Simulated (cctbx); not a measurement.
# What is wrong with this refinement?

Cell a = 5.5390 Å, b = 11.4250 Å, c = 8.1040 Å, α = 90.00°, β = 92.00°, γ = 90.00°; space group P2_1/c (no. 14). The compound is Li2TeSeS2.

The data are simulated with cctbx, not measured: synchrotron X-rays, λ = 0.7749 Å, to d = 0.7 Å, 70 % of the full sphere, strongest reflection 40000 counts, noise from counting, a 3 % proportional error and a noise floor of 8 counts (s.d.); no absorption, and some extinction, which the refinements don't model.

An anisotropic refinement with weights 1/σ² prints:

```text
Rint 0.022, 246 unique reflections to 1.30 A
cycle     R1     wR2    GooF  max shift (A)
   1  0.0121  0.0292   1.152   0.01920
   2  0.0104  0.0247   0.972   0.00017
final R1 0.0104 wR2 0.0247 GooF 0.972  parameters 54  data/parameter 4.6
atom        x        y        z      Ueq    occ   su(xyz)  su(Uiso or U11)
Te1    0.72033  0.58434  0.68351   0.0032  1.000  0.00008  0.0005
Se1    0.28499  0.89670  0.13816   0.0049  1.000  0.00013  0.0007
S1     0.23493  0.24966  0.62848   0.0039  1.000  0.00026  0.0013
S2     0.25936  0.92933  0.61886   0.0041  1.000  0.00029  0.0016
Li1    0.22766  0.08616  0.36320   0.0088  1.000  0.00190  0.0094  NPD
Li2    0.73365  0.22176  0.14274   0.0073  1.000  0.00172  0.0084  NPD
difference map: max 0.23 min -0.24 rms 0.07
Q1    0.4222  0.9948  0.2420    4    0.24  1.58 A from Se1
Q2    0.0166  0.1735  0.1780    4    0.23  1.56 A from S1
Q3    0.3735  0.6069  0.4485    4    0.21  1.61 A from Li2
Q4    0.4049  0.1178  0.7111    4    0.21  1.18 A from Te1
Q5    0.1254  0.5275  0.6866    4    0.20  1.31 A from Se1
Q6    0.1016  0.2035  0.8185    4    0.20  1.68 A from Te1
```

**Question.** Can this result stand? If not, what is the likely fault?

Mend it. The fault: data cut at low resolution. Against the right model at the same level, R1 goes from 0.0136 to 0.0104 and GooF from 0.97 to 0.97 and Li1 and Li2 go non-positive-definite. The atoms are right, but there are too few data for the parameters: R1 flatters and the s.u.s grow. Data per parameter fall from 28.4 to 4.6.

The compound is Li2TeSeS2. The right model at the same level gives:

```text
Rint 0.025, 1536 unique reflections to 0.70 A
cycle     R1     wR2    GooF  max shift (A)
   1  0.0154  0.0365   1.117   0.00213
   2  0.0136  0.0318   0.972   0.00012
final R1 0.0136 wR2 0.0318 GooF 0.972  parameters 54  data/parameter 28.4
atom        x        y        z      Ueq    occ   su(xyz)  su(Uiso or U11)
Te1    0.72047  0.58430  0.68351   0.0031  1.000  0.00002  0.0001
Se1    0.28507  0.89671  0.13839   0.0047  1.000  0.00004  0.0001
S1     0.23536  0.24961  0.62866   0.0042  1.000  0.00008  0.0002
S2     0.25963  0.92939  0.61869   0.0050  1.000  0.00009  0.0002
Li1    0.23047  0.08659  0.36438   0.0078  1.000  0.00069  0.0016
Li2    0.73483  0.22235  0.14277   0.0081  1.000  0.00067  0.0016
difference map: max 0.53 min -0.65 rms 0.16
Q1    0.0499  0.6886  0.2133    4    0.55  1.68 A from Li2
Q2    0.3062  0.1713  0.4558    4    0.55  1.28 A from Li1
Q3    0.0702  0.9948  0.4100    4    0.54  1.43 A from Li1
Q4    0.1414  0.5829  0.1517    4    0.54  0.73 A from S2
Q5    0.3355  0.6831  0.3061    4    0.54  0.73 A from Li2
Q6    0.0252  0.1702  0.1887    4    0.53  1.57 A from S1
```

This is a model crystal, built by substitution and not relaxed, with assumed displacement parameters.

[Middle refinement cycles are left out of these outputs.]

[Logs are printed without paths, hosts, clocks, repeated set-up lines and the standing remarks that a program may print on its own settings, such as how far it seeks lower states.]
